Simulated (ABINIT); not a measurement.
Records of electronic-structure calculations.

```xyz
3
Lattice="1.579 0.912 6.163 -1.579 0.912 6.163 0.000 -1.823 6.163" Properties=species:S:1:pos:R:3 pbc="T T T" subject="WS2 (Tungstenite): G0W0 with ABINIT, start to end" method="RPA screening on PBEsol, plane waves, norm-conserving pseudopotentials (and 2 further levels or steps)" program="ABINIT 10.8.3" settings="cutoff 31 Ha, PseudoDojo scalar-relativistic 0.4.1 standard, norm-conserving, potential set dojo-sr-pbesol-0.4.1-standard, ngkpt (4, 4, 4), nband 196, ecuteps 6.6 Ha, inclvkb 2, shiftk (0, 0, 0), symchi 1, awtr 1, frequency ppm, 4×4×4 k-mesh" cost="5 runs, 25 min in all on 4 MPI ranks of Arm Neoverse V2, shared host" notes="The program’s warnings: nkpt*nsppol () is not a multiple of nproc spkpt (). The cell and positions come from the Crystallography Open Database and are kept as given unless a step says otherwise. Limits: no spin-orbit coupling." pbesol_gap="0.97 eV, indirect" g0w0_gap_on_the_mesh="1.87 eV" g0w0_gap_over_the_zone_rigid_shift="1.52 eV" gw_settings="4×4×4 mesh, 196 bands, screening to 179.6 eV, Godby-Needs plasmon pole" known_limits="short of the basis limit; no spin-orbit coupling"
W     0.000    0.000    0.000
S     0.000    0.000    4.617
S     0.000    0.000    7.747
```

[Long decimals in the printed logs are rounded to 6 places.]

[Logs are printed without paths, hosts, clocks, repeated set-up lines and the standing remarks that a program may print on its own settings, such as how far it seeks lower states.]

[Paths, hosts, dates, memory and timing lines, banners, echoed tables and standing remarks are left out of the program output; an Ansatz launch command may be rebuilt from the run's recorded settings. Measured values are a selection of at most five: reports struck by readers or far from the other reports are left out. None is set beside runs whose start may be inverted or whose files or cutoffs have a known fault.]

[Runs of the session that timed out or met a known fault of the program may be left out.]

[Hosts, paths, dates, database ids (printed as entryN), source tags and the programs' standing remarks are cut or masked in the printed files.]

[G0W0 gaps are taken among the corrected bands and points alone; a level outside them can change the order at an edge.]

[Where Ansatz stands beside ABINIT at settings called matched, ABINIT's density can come from a denser mesh and the files from another edition; pairs whose starting gaps differed by over 0.03 eV were left out, so agreement reads better than it is.]
